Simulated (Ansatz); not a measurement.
# ScCo3C (Pm-3m): phonons and vibrational spectra

How does ScCo3C (Pm-3m) vibrate, and is this structure a minimum?

Method: DFT PBEsol, scalar-relativistic, plane waves, PAW; PAW set soft_1, in Ansatz 0.2.0.

Report form: the programs' logs are mostly left out.

## (1) The structure

The structure is cubic, space group Pm-3m (No. 221). Conventional cell: a = 3.781 Å, b = 3.781 Å, c = 3.781 Å, α = 90.00°, β = 90.00°, γ = 90.00°. Sc has 12 Co at 2.67 Å nearest. Nearest to Co lie 2 C at 1.89 Å and 8 Co at 2.67 Å and 4 Sc at 2.67 Å. Nearest to C lie 6 Co at 1.89 Å. Farther neighbours are not listed.

Structure file:

```cif
data_structure
_symmetry_space_group_name_H-M 'Pm-3m'
_symmetry_Int_Tables_number 221
_cell_length_a 3.7809
_cell_length_b 3.7809
_cell_length_c 3.7809
_cell_angle_alpha 90.000
_cell_angle_beta 90.000
_cell_angle_gamma 90.000
_cell_volume 54.05
loop_
_atom_site_label
_atom_site_type_symbol
_atom_site_symmetry_multiplicity
_atom_site_Wyckoff_symbol
_atom_site_fract_x
_atom_site_fract_y
_atom_site_fract_z
_atom_site_occupancy
Sc1 Sc 1 a 0.00000 0.00000 0.00000 1
Co1 Co 3 c 0.00000 0.50000 0.50000 1
C1 C 1 b 0.50000 0.50000 0.50000 1
```

## (2) Relaxation

The cell and atoms are relaxed, since residual forces and stress would shift the frequencies.

File input.yaml:

```yaml
crystal:
  lattice:
    - [3.78093826, 0.0, 0.0]
    - [0.0, 3.78093826, 0.0]
    - [0.0, 0.0, 3.78093826]
  atoms:
    - { symbol: Sc, position: [0.0, 0.0, 0.0] }
    - { symbol: Co, position: [0.0, 0.5, 0.5] }
    - { symbol: Co, position: [0.5, 0.0, 0.5] }
    - { symbol: Co, position: [0.5, 0.5, 0.0] }
    - { symbol: C, position: [0.5, 0.5, 0.5] }
kpoints:
  mp_grid: { grid: [10, 10, 10] }
hamiltonian:
  xc: pbesol
  pseudopotentials: { kind: paw, azcp: { folder: soft_1 }, xc_functional: pbe }
scf:
  occupations: { method: gaussian, width: 0.1 }
output:
  forces: true
  stress: true
  eigenvalues: true
  write_density: true
  write_potential: true
  elf: true
  volumetric_format: npy
relax:
  adjacent_minimum: "off"
  f_tol: 0.005
  max_steps: 80
  cell: { stress_tol: 0.05 }
```

Run with:

```bash
> ansatz run input.yaml --threads 4 --pin off --max-ram 10240MiB --backend cpu --events-out ev --progress --plain --runs-dir out
```

Wall time 9 s (4 threads of Arm Neoverse V1, shared host); peak memory 0.46 GiB; 34 s of CPU time.

This run has no spin polarisation, although Co can carry a moment.

Step by step:

```tsv
step	energy less that of the first step (eV)	largest force component (eV/Å)	pressure (GPa)	volume (Å³)
1	0.0000	0.0000	-3.79	54.05
2	-0.0095	0.0000	-1.54	53.51
3	-0.0115	0.0000	0.04	53.14
4*	-0.0108	0.0000	0.03	53.14
```

Relaxation steps marked * repeat the geometry before them on a plane-wave basis chosen anew for their cell, so energy and pressure can jump there.

The run keeps the 48 symmetry operations that it works with, so distortions that break them were not tested.

```tsv
conventional cell, symmetrised	before	after	change
a (Å)	3.781	3.760	-0.6 %
b (Å)	3.781	3.760	-0.6 %
c (Å)	3.781	3.760	-0.6 %
volume (Å³/atom)	10.81	10.63	-1.7 %
```

Final coordinates:

```xyz
5
Lattice="3.7597 0.0000 0.0000 0.0000 3.7597 0.0000 0.0000 0.0000 3.7597" Properties=species:S:1:pos:R:3 pbc="T T T"
Sc    0.0000    0.0000    0.0000
Co    0.0000    1.8798    1.8798
Co    1.8798    0.0000    1.8798
Co    1.8798    1.8798    0.0000
C     1.8798    1.8798    1.8798
```

This step gave:

```
pressure          : 0.03266 GPa
volume per atom   : 10.63 Å³
gap on the k-mesh : 0 eV
```

Electrostatic potential energy in the ac plane at fractional y = 0.500, with atoms of Co and C within 0.2 Å of it. With pseudopotentials it is smooth inside the atoms' cores, unlike the true potential.

Values in eV, 14 rows by 14 columns, each cell a mean:
```
 20  20  19  14  -3 -24 -29 -28 -29 -20   2  16  19  20
 19  19  19  16   6 -14 -26 -28 -24  -8   9  17  19  19
 16  17  17  17  14   5  -7 -10  -4   8  15  17  17  16
 -1   3  11  16  16  13   8   6  10  14  16  15   9   2
-23 -18  -4  11  14   8  -5 -10  -2  10  14   8  -8 -20
-28 -29 -20   3   9  -8 -30 -36 -25  -2  10  -4 -24 -29
-24 -29 -26  -2   5 -18 -39 -39 -36 -10   6 -10 -28 -28
-27 -30 -23   1   7 -12 -35 -39 -30  -5   8  -7 -26 -29
-26 -23  -9   9  13   4 -12 -18  -8   8  13   5 -14 -24
 -7  -1   8  15  16  13   7   5   9  14  16  14   6  -3
 13  14  16  17  15   9   1  -2   3  11  16  17  16  14
 18  19  18  16   8  -9 -23 -26 -20  -4  11  17  19  19
 20  20  19  14  -1 -23 -30 -29 -29 -18   3  17  19  20
 20  20  18  13  -7 -26 -27 -24 -28 -23  -1  16  19  20
```
Columns run along a (3.8 Å; values clipped at the 3rd and 97th percentile), rows up along c (3.8 Å). Atoms in or near the plane, at fractional coordinates: Co at (0.00, 0.50), Co at (0.50, 0.00), C at (0.50, 0.50).

ELF in the ac plane at fractional y = 0.500, with atoms of Co and C within 0.2 Å of it. It is the smooth field of the valence electrons, not physical close to the nuclei.

Values, 14 rows by 14 columns, each cell a mean:
```
0.37 0.36 0.32 0.21 0.22 0.35 0.55 0.64 0.49 0.30 0.21 0.24 0.34 0.37
0.33 0.34 0.34 0.24 0.18 0.24 0.35 0.39 0.31 0.21 0.19 0.28 0.35 0.34
0.23 0.24 0.29 0.29 0.22 0.19 0.23 0.24 0.21 0.19 0.23 0.30 0.28 0.24
0.22 0.20 0.19 0.27 0.38 0.44 0.47 0.48 0.46 0.43 0.36 0.23 0.19 0.21
0.34 0.28 0.20 0.24 0.49 0.67 0.69 0.68 0.70 0.65 0.43 0.19 0.21 0.30
0.57 0.45 0.28 0.25 0.54 0.69 0.47 0.34 0.55 0.70 0.46 0.21 0.31 0.49
0.74 0.58 0.34 0.27 0.56 0.64 0.22 0.05 0.34 0.68 0.48 0.24 0.39 0.64
0.64 0.51 0.30 0.25 0.55 0.67 0.37 0.22 0.47 0.69 0.47 0.23 0.35 0.55
0.39 0.32 0.21 0.23 0.51 0.70 0.67 0.64 0.69 0.67 0.44 0.19 0.24 0.35
0.24 0.21 0.18 0.26 0.41 0.51 0.55 0.56 0.54 0.49 0.38 0.22 0.18 0.22
0.21 0.21 0.25 0.30 0.26 0.23 0.25 0.27 0.25 0.24 0.27 0.29 0.24 0.21
0.31 0.32 0.34 0.25 0.18 0.21 0.30 0.34 0.28 0.20 0.19 0.29 0.34 0.32
0.36 0.36 0.32 0.21 0.21 0.32 0.51 0.58 0.45 0.28 0.20 0.24 0.34 0.36
0.37 0.36 0.31 0.21 0.24 0.39 0.64 0.74 0.57 0.34 0.22 0.23 0.33 0.37
```
Columns run along a (3.8 Å), rows up along c (3.8 Å). Atoms in or near the plane, at fractional coordinates: Co at (0.00, 0.50), Co at (0.50, 0.00), C at (0.50, 0.50).

Valence density in the ac plane at fractional y = 0.500, with atoms of Co and C within 0.2 Å of it. It is the smooth field of the valence electrons, not physical close to the nuclei.

Ten steps, logarithmic in the rise over the least value, from '_' (0 e/Å³) to '@' (41 e/Å³), each cell a mean:
```
________::++%%@@##==::______
________..--++**++--..______
________....::--::..________
::....__....::::......__..::
++==::....::::::::......--==
%%##==::::::------::..::++##
@@%%++::::::------::::--**@@
@@##++::::::------::::::++%%
**++--....::::::::::....--++
::::..__....::::::........::
..________..::::::..________
________..--++++==::..______
________::++##%%##==..______
______..::**@@@@%%++::______
```
Columns run along a (3.8 Å), rows up along c (3.8 Å). Atoms in or near the plane, at fractional coordinates: Co at (0.00, 0.50), Co at (0.50, 0.00), C at (0.50, 0.50).

In this step the volume went from 10.81 to 10.63 Å³/atom.

## (3) Relaxing to small forces for the phonons

Phonons need a cell at rest on their own settings, so the relaxation is repeated with tight tolerances on forces and stress, using the mesh and the filling of the phonon run that follows.

File input.yaml:

```yaml
crystal:
  lattice:
    - [3.7596611614, 0.0, 0.0]
    - [0.0, 3.7596611614, 0.0]
    - [0.0, 0.0, 3.7596611614]
  atoms:
    - { symbol: Sc, position: [0.0, 0.0, 0.0] }
    - { symbol: Co, position: [0.0, 0.5, 0.5] }
    - { symbol: Co, position: [0.5, 0.0, 0.5] }
    - { symbol: Co, position: [0.5, 0.5, 0.0] }
    - { symbol: C, position: [0.5, 0.5, 0.5] }
kpoints:
  mp_grid: { grid: [12, 12, 12] }
hamiltonian:
  xc: pbesol
  pseudopotentials: { kind: paw, azcp: { folder: soft_1 }, xc_functional: pbe }
scf:
  occupations: { method: methfessel_paxton, width: 0.2 }
output:
  forces: true
  stress: true
  eigenvalues: true
relax:
  adjacent_minimum: "off"
  f_tol: 0.001
  max_steps: 60
  cell: { stress_tol: 0.01 }
```

Run time: 8.7 s. Hardware: 4 threads; peak memory 0.49 GiB.

Little changed from the start: no atom moved by 0.005 Å and no cell edge by 0.1 %.

This step gave:

| Quantity | Value |
| --- | --- |
| pressure | -0.004833 GPa |

The forces vanish by symmetry and the pressure is -0.005 GPa, within the tolerances set. The cell now holds 10.63 Å³/atom.

## (4) Linear response at the zone centre

The zone centre comes first: it holds the modes that light can see, as far as symmetry allows. No field response is asked, since the mesh shows no gap.

input.yaml, the sections that differ from step 3:

```yaml
crystal:
  lattice:
    - [3.7596251135, 0.0, 0.0]
    - [0.0, 3.7596251135, 0.0]
    - [0.0, 0.0, 3.7596251135]
  atoms:
    - { symbol: Sc, position: [0.0, 0.0, 0.0] }
    - { symbol: Co, position: [0.0, 0.5, 0.5] }
    - { symbol: Co, position: [0.5, 0.0, 0.5] }
    - { symbol: Co, position: [0.5, 0.5, 0.0] }
    - { symbol: C, position: [0.5, 0.5, 0.5] }
output:
  eigenvalues: true
phonons:
  method: dfpt
# kpoints, hamiltonian, scf: as in step 3
# relax: removed
```

Run time: 1.9 min. Hardware: 4 threads; peak memory 2.7 GiB.

Numbers from this step:

```yaml
sum_rule_residual_before_enforcement: 4.36e-5 eV/Å²
point_group: m-3m
highest_optical_mode_at_the_zone_centre_no_lo_to_term: 598.2 cm⁻¹
lowest_optical_zone_centre_mode: 154.6 cm⁻¹
```

Patterns of degenerate modes are one choice out of their space. The modes at Γ (shares of kinetic energy by element, %):

```tsv
mode	frequency (cm⁻¹)	symmetry	Sc %	Co %	C %
1	0.0	acoustic	19	76	5
2	0.0	acoustic	19	76	5
3	0.0	acoustic	19	76	5
4	154.6	T1u	11	74	15
5	154.6	T1u	11	74	15
6	154.6	T1u	11	74	15
7	211.1	T2u	0	100	0
8	211.1	T2u	0	100	0
9	211.1	T2u	0	100	0
10	258.8	T1u	70	30	0
11	258.8	T1u	70	30	0
12	258.8	T1u	70	30	0
13	598.2	T1u	0	21	79
14	598.2	T1u	0	21	79
15	598.2	T1u	0	21	79
```

Displacements in mode 6 (154.6 cm⁻¹), the largest set to 1:
```
Sc1  0.00 -0.02 -0.44
Co2  0.00 -0.01 -0.36
Co3  0.00  0.03 -0.36
Co4  0.00 -0.01  0.85
C5   0.00  0.04  1.00
```

Displacements in mode 15 (598.2 cm⁻¹), the largest set to 1:
```
Sc1  0.00  0.00 -0.01
Co2  0.00  0.00  0.01
Co3  0.00  0.03  0.01
Co4  0.00  0.00 -0.23
C5   0.00 -0.12  1.00
```

Before it was imposed, the acoustic sum rule was missed by 4.4e-5 eV/Å². Small misses are needed for a sound result but don't prove that mesh and cutoff are converged. The lowest optical mode is real, 155 cm⁻¹.

## (5) Phonons on a q mesh

Stability and thermal properties need the whole zone. Linear response on a 2×2×2 q mesh gives force constants as far as a supercell of that size would.

input.yaml: that of step 4 with these lines changed.

```diff
@@ -22 +22,8 @@
   method: dfpt
+  qmesh: [2, 2, 2]
+  temperatures: { t_max: 1000, t_step: 50 }
+  qpath:
+    path:
+      - [[0.0, 0.0, 0.0], [0.0, 0.5, 0.0], [0.5, 0.5, 0.0], [0.0, 0.0, 0.0], [0.5, 0.5, 0.5], [0.0, 0.5, 0.0]]
+      - [[0.5, 0.5, 0.5], [0.5, 0.5, 0.0]]
+    npoints: 10
```

Wall time 9.3 min (4 threads); peak memory 2.2 GiB.

This step gave:

* sum-rule residual before enforcement: 4.38e-5 eV/Å²
* lowest frequency on the path: 0 cm⁻¹
* highest frequency on the path or at a solved wavevector: 726.6 cm⁻¹
* mean frequency: 295.5 cm⁻¹
* Debye temperature (second moment): 649 K
* logarithmic mean frequency: 250.8 cm⁻¹
* lowest mode on the q mesh (acoustic modes at Γ apart): 133.3 cm⁻¹
* zero-point energy per atom: 54.96 meV
* heat capacity at 300 K: 20.65 J/(mol atoms K)
* vibrational entropy at 300 K: 22.82 J/(mol atoms K)
* edges of the widest gap between branches, on path and mesh: 398.5, 581.9 cm⁻¹

Frequencies (cm⁻¹) solved at each irreducible wavevector; negative means imaginary. Frequencies by wavevector, by row:

```tsv
q in reciprocal lattice units	star	mode 1	mode 2	mode 3	mode 4	mode 13	mode 14	mode 15
0 0 0	1	0	0	0	154.6	598.2	598.2	598.2
0 0 -0.5	3	133.3	133.3	139	139	592.4	592.4	715.4
0 -0.5 -0.5	3	140.4	140.4	155.6	168	581.9	709.4	709.4
-0.5 -0.5 -0.5	1	136.7	136.7	136.7	169.6	726.6	726.6	726.6
```

Interpolated from a 2×2×2 q mesh, rough between the solved points. The phonon branches at the labelled points (cm⁻¹):

```tsv
point	branch 1	branch 2	branch 3	branch 4	branch 12	branch 13	branch 14	branch 15
Γ	0	0	0	155	259	598	598	598
halfway	76	76	134	159	259	595	595	654
X	133	133	139	139	314	592	592	715
halfway	140	149	159	160	331	587	648	712
M	140	140	156	168	361	582	709	709
halfway	108	109	168	170	286	591	650	652
Γ	0	0	0	155	259	598	598	598
halfway	127	127	180	186	312	650	650	653
R	137	137	137	170	398	727	727	727
halfway	150	154	155	169	349	649	652	715
X	133	133	139	139	314	592	592	715
jump to R	137	137	137	170	398	727	727	727
halfway	142	142	163	173	376	652	718	718
M	140	140	156	168	361	582	709	709
```

Tetrahedra on a 16×16×16 mesh, mean over bins of 10 cm-1. Interpolated from a 2×2×2 q mesh, rough between the solved points. The phonon density of states by wavenumber; read off at these points:

```tsv
wavenumber (cm⁻¹)	phonon density of states (1/cm⁻¹/cell)
5	1.0e-5
25	3.3e-4
45	0.00134
65	0.00318
85	0.00635
105	0.0120
125	0.0247
145	0.0706
165	0.104
175	0.113
185	0.0733
195	0.0898
215	0.0249
235	0.0567
255	0.185
275	0.00363
295	0.00541
315	0.0123
335	0.00991
355	0.0103
375	0.004
395	0.00102
415	0
435	0
455	0
475	0
495	0
515	0
535	0
545	0
565	0
585	0.00871
595	0.0413
605	0.0284
625	0.0191
645	0.0156
665	0.0146
685	0.0169
705	0.0328
725	0.00292
```

The partial phonon density of states has structure finer than the step of the table below, so its rows give means over 20 cm⁻¹, whole bins alone (the curve runs from -10 to 756 cm⁻¹). Peaks (cm⁻¹: height): C 597.3: 0.0281, 631.1: 0.0245, 655.2: 0.0243, 684.1: 0.0253, 708.2: 0.0343; Co 173.2: 0.0984, 255.1: 0.0590; Sc 144.2: 0.0152, 255.1: 0.0965.

Phonopy on the run's constants, 15x15x15 mesh, Gaussian sigma 5.5 cm-1. Interpolated from a 2×2×2 q mesh, rough between the solved points. Table of partial phonon density of states by wavenumber; means over each step; values in 1/cm⁻¹/cell:

```tsv
wavenumber (cm⁻¹)	C	Co	Sc
0	1.7e-7	3.6e-5	9.0e-6
20	1.4e-5	2.1e-4	5.1e-5
40	5.3e-5	8.6e-4	2.2e-4
60	1.1e-4	0.00213	5.6e-4
80	1.9e-4	0.00422	0.00112
100	3.0e-4	0.00809	0.00217
120	4.5e-4	0.0170	0.00458
140	7.4e-4	0.0421	0.0126
160	0.00242	0.0653	0.00835
180	0.00196	0.0852	0.00530
200	0.00245	0.0690	0.00290
220	0.00166	0.0229	0.00374
240	0.00130	0.0344	0.0358
260	4.6e-4	0.0418	0.0700
280	2.7e-4	0.00447	0.00237
300	3.3e-4	0.00655	3.3e-5
320	3.9e-4	0.0104	2.5e-5
340	3.3e-4	0.00955	9.2e-6
360	2.0e-4	0.00803	3.7e-7
380	6.4e-5	0.00342	0
400	5.0e-6	7.0e-4	0
420	0	2.1e-6	0
440	0	0	0
460	0	0	0
480	0	0	0
500	0	0	0
520	0	0	0
540	0	0	0
560	2.2e-5	5.6e-6	0
580	0.00669	0.00169	0
600	0.0252	0.00571	7.6e-6
620	0.0161	0.00259	1.3e-5
640	0.0127	0.00147	1.5e-5
660	0.0166	0.00116	2.1e-5
680	0.0172	5.7e-4	2.8e-5
700	0.0249	2.8e-4	3.8e-5
720	0.0164	5.4e-5	2.1e-5
740	3.7e-4	0	0
```

Harmonic thermodynamic functions per atom, from the density of states. Interpolated from a 2×2×2 q mesh, rough between the solved points. Thermodynamic functions, by row:

```tsv
T (K)	F_vib (meV/atom)	S (J/mol-atom/K)	C_V (J/mol-atom/K)
0	54.96	0	0
50	54.86	0.861	2.839
100	53.38	5.244	10.32
200	42.71	15.04	17.57
300	22.93	22.82	20.65
400	-4.04	29	22.22
500	-36.81	34.06	23.08
600	-74.38	38.32	23.6
700	-116	41.99	23.94
800	-161.2	45.2	24.16
900	-209.6	48.05	24.32
1000	-260.8	50.62	24.43
```

Harmonic mean-square displacement, third of the trace. Interpolated from a 2×2×2 q mesh, rough between the solved points. Mean square displacements, by row:

```tsv
T (K)	Sc1 U_eq (Å²)	Co2 U_eq (Å²)	Co3 U_eq (Å²)	Co4 U_eq (Å²)	C5 U_eq (Å²)
0	0.0018	0.00154	0.00154	0.00154	0.00266
100	0.00217	0.00194	0.00194	0.00194	0.00289
300	0.00451	0.00425	0.00425	0.00425	0.00423
600	0.00857	0.00817	0.00817	0.00817	0.00703
```

Symmetry leaves 4 wavevectors to solve. The lowest mode among them, the acoustic zeros apart, lies at q = (0, 0, -0.5) and is real, 133 cm⁻¹.

## (6) Isotope substitution

An isotope changes the mass and not the force constants, so no new electronic calculation is needed; the shifts show which modes move this element.

The same force constants with the mass of C changed from 12.011 to 13.003 u (phonopy, no LO-TO term). Both lists are sorted by frequency; levels can cross, so a row need not hold one and the same mode. Modes under 3 cm⁻¹ are left out. Isotope shifts, by row, the first 40 of 57 rows:

```tsv
q	rank	natural mass (cm⁻¹)	changed mass (cm⁻¹)
0 0 0	4	154.6	153.7
0 0 0	5	154.6	153.7
0 0 0	6	154.6	153.7
0 0 0	7	211.1	211.1
0 0 0	8	211.1	211.1
0 0 0	9	211.1	211.1
0 0 0	10	258.8	258.8
0 0 0	11	258.8	258.8
0 0 0	12	258.8	258.8
0 0 0	13	598.2	579.9
0 0 0	14	598.2	579.9
0 0 0	15	598.2	579.9
0 0 -0.5	1	133.3	132.4
0 0 -0.5	2	133.3	132.4
0 0 -0.5	3	139	139
0 0 -0.5	4	139	139
0 0 -0.5	5	186.6	186.6
0 0 -0.5	6	188.4	188.4
0 0 -0.5	7	199.4	199
0 0 -0.5	8	199.4	199
0 0 -0.5	9	251	251
0 0 -0.5	10	251	251
0 0 -0.5	11	253.1	253.1
0 0 -0.5	12	313.5	313.5
0 0 -0.5	13	592.4	574.2
0 0 -0.5	14	592.4	574.2
0 0 -0.5	15	715.4	687.6
0 -0.5 -0.5	1	140.4	140.4
0 -0.5 -0.5	2	140.4	140.4
0 -0.5 -0.5	3	155.6	155.6
0 -0.5 -0.5	4	168	166.5
0 -0.5 -0.5	5	185.8	185.8
0 -0.5 -0.5	6	185.8	185.8
0 -0.5 -0.5	7	222.8	222.8
0 -0.5 -0.5	8	226.1	226.1
0 -0.5 -0.5	9	251.9	251.9
0 -0.5 -0.5	10	253.9	253.9
0 -0.5 -0.5	11	253.9	253.9
0 -0.5 -0.5	12	360.9	360.9
0 -0.5 -0.5	13	581.9	564.2
```

A mode of this element alone would shift by -3.89 %. The highest zone-centre frequency without the field goes from 598.2 to 579.9 cm⁻¹ (-3.1 %). The product of the frequency ratios over all optical modes at Γ is 0.893; the product rule, (m/m′)^(3k/2) (M′/M)^(3/2) with k = 1 such atoms and M the mass of the cell, gives 0.893.

## (7) What came out

| Property | Result |
| --- | --- |
| space group after relaxation (within 0.01 Å) | Pm-3m |
| volume per atom | 10.6 Å³ |
| electronic character | no gap on this mesh |
| highest optical mode at the zone centre (no LO-TO term) | 598 cm⁻¹ |
| lowest optical zone-centre mode | 155 cm⁻¹ |
| lowest mode on the q mesh (acoustic modes at Γ apart) | 133 cm⁻¹ |
| highest frequency on the path or at a solved wavevector | 727 cm⁻¹ |
| zero-point energy per atom | 55.0 meV |
| heat capacity at 300 K | 20.7 J/(mol atoms K) |
| vibrational entropy at 300 K | 22.8 J/(mol atoms K) |
| Debye temperature (second moment) | 649 K |
| imaginary modes on the 2×2×2 q mesh | none |

In words: The structure is a minimum as far as tested: no mode is imaginary at the 4 irreducible wavevectors of the 2×2×2 mesh, and the softest away from the acoustic zeros lies at 133 cm⁻¹. The optical modes at Γ span 155 to 598 cm⁻¹. The highest mode in this list at Γ, 598.2 cm⁻¹, is mostly motion of C (79 % of the kinetic energy). On the path and the mesh, the widest gap between branches runs from 398 to 582 cm⁻¹. The q mesh stands for a supercell only 7.5 Å across, so branches between the solved wavevectors are rough. With no gap, or one that is small against the smearing, the frequencies hang on the k mesh and the smearing, most of all near Kohn anomalies. The phonon runs are without spin polarisation, although Co often carries a moment. The PAW files were made for PBE and serve the other functionals too. These are harmonic frequencies at zero temperature: anharmonic shifts, linewidths and thermal expansion are left out.

[Logs are printed without paths, hosts, clocks, repeated set-up lines and the standing remarks that a program may print on its own settings, such as how far it seeks lower states.]

[Hosts, paths, dates, database ids (printed as entryN), source tags and the programs' standing remarks are cut or masked in the printed files.]
